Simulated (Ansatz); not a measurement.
**Na (Im-3m): phonon-mediated transition temperature**

Wanted: λ, ω_log and Tc of Na (Im-3m). The cell shown first is a relaxed one, from steps not shown here.

Calculated with Ansatz 0.2.0; DFT PBE, scalar-relativistic, plane waves, PAW.

Most raw output is cut from this account.

## 1. The cell after earlier relaxation steps

The structure is cubic, space group Im-3m (No. 229). Conventional cell: a = 4.193 Å, b = 4.193 Å, c = 4.193 Å, α = 90.00°, β = 90.00°, γ = 90.00°. Nearest to Na lie 8 Na at 3.63 Å.

## 2. Coupling and resistivity: q 2×2×2, k 8×8×8, scattering 12×12×12

The run that gives the couplings also evaluates McMillan's and Allen and Dynes's formulas and, where asked, the Eliashberg equations, over a range of μ*.

Input file input.yaml:

```yaml
crystal:
  lattice:
    - [-2.096458875, 2.096458875, 2.096458875]
    - [2.096458875, -2.096458875, 2.096458875]
    - [2.096458875, 2.096458875, -2.096458875]
  atoms:
    - { symbol: Na, position: [0.0, 0.0, 0.0] }
kpoints:
  mp_grid: { grid: [8, 8, 8] }
hamiltonian:
  xc: pbe
scf:
  occupations: { method: methfessel_paxton, width: 0.2 }
output:
  eigenvalues: true
phonons:
  method: dfpt
  qmesh: [2, 2, 2]
  temperatures: { t_max: 1000, t_step: 50 }
  qpath:
    path:
      - [[0.0, 0.0, 0.0], [0.5, -0.5, 0.5], [0.0, 0.0, 0.5], [0.0, 0.0, 0.0], [0.25, 0.25, 0.25], [0.5, -0.5, 0.5]]
      - [[0.25, 0.25, 0.25], [0.0, 0.0, 0.5]]
    npoints: 10
  electrical_resistivity:
    mesh: [12, 12, 12]
    temperatures: [20.0, 50.0, 80.0, 100.0, 150.0, 200.0, 273.0, 300.0, 400.0, 500.0, 600.0, 800.0]
  superconductivity: { mesh: [12, 12, 12] }
```

The run is started by

```
> ansatz run input.yaml --threads 4 --pin off --max-ram 10240MiB --backend cpu --events-out ev --progress --plain --runs-dir out
```

It took 10 s on 4 threads of Arm Neoverse V1, shared host; peak memory 0.47 GiB; 35 s of CPU time.

Numbers from this step:

```yaml
volume_per_atom: 36.86 Å³
metallic_on_mesh: yes
gap_on_the_k_mesh: 0 eV
zero_point_energy: 0.01571 eV/cell
share_of_imaginary_modes_in_the_plain_interpolation_between_solved_wavevectors: 0
highest_frequency_solved_or_plainly_interpolated: 126.6 cm⁻¹
debye_temperature_second_moment: 166 K
resistivity_at_300_k: 4.029 μΩ cm
coupling_constant_lambda: 0.2138
density_of_states_at_the_fermi_level: 0.2394 states/eV a spin and cell
log_mean_phonon_energy_omega_log: 10.58 meV
transport_coupling_constant_lambda_tr: 0.1225, 0.1225, 0.1225 (xx, yy, zz)
drude_plasma_energy: 5.986, 5.986, 5.986 eV (xx, yy, zz)
resistivity_times_mean_free_path: 14.07, 14.07, 14.07 × 10⁻¹⁶ Ω m² (xx, yy, zz)
second_moment_phonon_energy_omega: 11.92 meV
coupling_lambda_by_branch: 0.0419, 0.0236, 0.148 (branches by rank of frequency)
```

An empty cell: under 1 mK by a formula, or no transition down to the floor of the Eliashberg search. Transition temperatures:

| μ* | McMillan Tc (K) | Allen–Dynes Tc (K) |
| --- | --- | --- |
| 0.08 | 0.00362 | 0.00364 |
| 0.1 | - | - |
| 0.12 | - | - |
| 0.13 | - | - |
| 0.14 | - | - |
| 0.16 | - | - |
| 0.2 | - | - |

## 3. Coupling and resistivity: q 3×3×3, k 9×9×9, scattering 16×16×16

The next rung changes the q mesh, which sets the reach of the force constants and couplings; the k mesh of the density and its response; the scattering mesh, which samples the Fermi surface; the phonon self-energy between the q points, now taken in.

input.yaml, the sections that differ from step 2:

```yaml
kpoints:
  mp_grid: { grid: [9, 9, 9] }
phonons:
  method: dfpt
  qmesh: [3, 3, 3]
  temperatures: { t_max: 1000, t_step: 50 }
  qpath:
    path:
      - [[0.0, 0.0, 0.0], [0.5, -0.5, 0.5], [0.0, 0.0, 0.5], [0.0, 0.0, 0.0], [0.25, 0.25, 0.25], [0.5, -0.5, 0.5]]
      - [[0.25, 0.25, 0.25], [0.0, 0.0, 0.5]]
    npoints: 10
  electrical_resistivity:
    mesh: [16, 16, 16]
    temperatures: [20.0, 50.0, 80.0, 100.0, 150.0, 200.0, 273.0, 300.0, 400.0, 500.0, 600.0, 800.0]
  superconductivity: { mesh: [16, 16, 16] }
# crystal, hamiltonian, scf, output: as in step 2
```

It took 40 s on 4 threads; peak memory 2 GiB; 2.5 min of CPU time.

Numbers from this step:

```yaml
zero_point_energy: 0.01607 eV/cell
highest_frequency_solved_or_plainly_interpolated: 132.4 cm⁻¹
debye_temperature_second_moment: 170 K
resistivity_at_300_k: 4.165 μΩ cm
coupling_constant_lambda: 0.2016
density_of_states_at_the_fermi_level: 0.2368 states/eV a spin and cell
log_mean_phonon_energy_omega_log: 11.3 meV
transport_coupling_constant_lambda_tr: 0.1266, 0.1266, 0.1266 (xx, yy, zz)
drude_plasma_energy: 5.99, 5.99, 5.99 eV (xx, yy, zz)
resistivity_times_mean_free_path: 14.11, 14.11, 14.11 × 10⁻¹⁶ Ω m² (xx, yy, zz)
second_moment_phonon_energy_omega: 12.52 meV
coupling_lambda_by_branch: 0.04, 0.0257, 0.136 (branches by rank of frequency)
```

An empty cell: under 1 mK by a formula, or no transition down to the floor of the Eliashberg search. Transition temperatures:

```
  μ*  McMillan Tc (K)  Allen–Dynes Tc (K)
0.08          0.00149              0.0015
 0.1                -                   -
0.12                -                   -
0.13                -                   -
0.14                -                   -
0.16                -                   -
 0.2                -                   -
```

## 4. Coupling and resistivity: q 4×4×4, k 12×12×12, scattering 20×20×20

The next rung changes the q mesh, which sets the reach of the force constants and couplings; the k mesh of the density and its response; the scattering mesh, which samples the Fermi surface.

input.yaml, the sections that differ from step 3:

```yaml
kpoints:
  mp_grid: { grid: [12, 12, 12] }
phonons:
  method: dfpt
  qmesh: [4, 4, 4]
  temperatures: { t_max: 1000, t_step: 50 }
  qpath:
    path:
      - [[0.0, 0.0, 0.0], [0.5, -0.5, 0.5], [0.0, 0.0, 0.5], [0.0, 0.0, 0.0], [0.25, 0.25, 0.25], [0.5, -0.5, 0.5]]
      - [[0.25, 0.25, 0.25], [0.0, 0.0, 0.5]]
    npoints: 10
  electrical_resistivity:
    mesh: [20, 20, 20]
    temperatures: [20.0, 50.0, 80.0, 100.0, 150.0, 200.0, 273.0, 300.0, 400.0, 500.0, 600.0, 800.0]
  superconductivity: { mesh: [20, 20, 20] }
# crystal, hamiltonian, scf, output: as in step 3
```

The job ended after 2.1 min (4 threads; peak memory 3.9 GiB).

This step gave:

| Quantity | Value |
| --- | --- |
| zero point energy | 0.01590 eV/cell |
| highest frequency, solved or plainly interpolated | 127.8 cm⁻¹ |
| Debye temperature (second moment) | 168 K |
| resistivity at 300 K | 3.939 μΩ cm |
| coupling constant λ | 0.19 |
| density of states at the Fermi level | 0.2361 states/eV a spin and cell |
| log mean phonon energy ħω_log | 11.15 meV |
| transport coupling constant λ_tr | 0.1199, 0.1199, 0.1199 (xx, yy, zz) |
| Drude plasma energy | 5.994, 5.994, 5.994 eV (xx, yy, zz) |
| resistivity times mean free path | 14.12, 14.12, 14.12 × 10⁻¹⁶ Ω m² (xx, yy, zz) |
| second-moment phonon energy ħω₂ | 12.46 meV |
| coupling λ by branch | 0.041, 0.0252, 0.124 (branches by rank of frequency) |

An empty cell: under 1 mK by a formula, or no transition down to the floor of the Eliashberg search. Transition temperatures:

```csv
μ*,McMillan Tc (K),Allen–Dynes Tc (K)
0.08,-,-
0.1,-,-
0.12,-,-
0.13,-,-
0.14,-,-
0.16,-,-
0.2,-,-
```

The Eliashberg function α²F by phonon energy; read off at these points:

| phonon energy (meV) | α²F | α²F tr |
| --- | --- | --- |
| 1.00 | 4.4e-5 | 0 |
| 1.50 | 3.4e-4 | 0 |
| 2.00 | 9.1e-4 | 1.0e-4 |
| 2.50 | 0.00220 | 2.3e-4 |
| 3.00 | 0.00372 | 5.3e-4 |
| 3.50 | 0.00571 | 0.00128 |
| 4.00 | 0.00886 | 0.00287 |
| 4.50 | 0.0124 | 0.00484 |
| 5.00 | 0.0163 | 0.00732 |
| 5.50 | 0.0204 | 0.0100 |
| 6.00 | 0.0244 | 0.0132 |
| 6.50 | 0.0277 | 0.0161 |
| 7.00 | 0.0299 | 0.0182 |
| 7.50 | 0.0304 | 0.0183 |
| 8.00 | 0.0316 | 0.0188 |
| 8.50 | 0.0330 | 0.0194 |
| 9.00 | 0.0356 | 0.0208 |
| 9.50 | 0.0393 | 0.0234 |
| 10.00 | 0.0441 | 0.0271 |
| 10.50 | 0.0522 | 0.0337 |
| 11.00 | 0.0671 | 0.0460 |
| 11.50 | 0.0837 | 0.0601 |
| 12.00 | 0.0953 | 0.0676 |
| 12.50 | 0.0979 | 0.0655 |
| 13.00 | 0.105 | 0.0676 |
| 13.50 | 0.126 | 0.0796 |
| 14.00 | 0.158 | 0.0992 |
| 14.50 | 0.252 | 0.163 |
| 15.00 | 0.438 | 0.304 |
| 15.06 | 0.449 | 0.316 |
| 15.19 | 0.447 | 0.328 |
| 15.50 | 0.312 | 0.221 |
| 16.00 | 0.101 | 0.0666 |

The coupling constant from the curve is λ = 0.19; modes below 13.3 meV give half. The Eliashberg function α²F (α²F) has its highest peak at 15.1 meV.

## 5. Summary of results

| Item | Value |
| --- | --- |
| meshes | q 4×4×4, k 12×12×12, scattering 20×20×20 |
| coupling constant λ | 0.19 |
| log mean phonon energy ħω_log | 11.2 meV |

In words: In the last run (PBE, q 4×4×4, k 12×12×12, scattering 20×20×20), with λ = 0.19 and ħω_log = 11.2 meV, Tc at μ* = 0.13 is under 1 mK by the formulas. Wikipedia's list of superconducting elements holds no transition of Na at normal pressure, in line with the calculation. In that run Allen and Dynes's formula gives no transition above 0.05 K at μ* = 0.10 or more. By the run's own test λ is not converged in the fine mesh: it moves by 4 % between the two finest. The run's transport test calls it not converged in the mesh; ρ(300 K) moves by 7 % in the component that moves most. Over the runs, λ takes the values 0.214, 0.202 and 0.19, in the order shown. μ* is a typed number, phonons are harmonic, and spin fluctuations are left out; with λ this near or under μ*(1 + 0.62 λ), the formulas give Tc only to its order of magnitude, or none.

[Logs are printed without paths, hosts, clocks, repeated set-up lines and the standing remarks that a program may print on its own settings, such as how far it seeks lower states.]

[Hosts, paths, dates, database ids (printed as entryN), source tags and the programs' standing remarks are cut or masked in the printed files.]
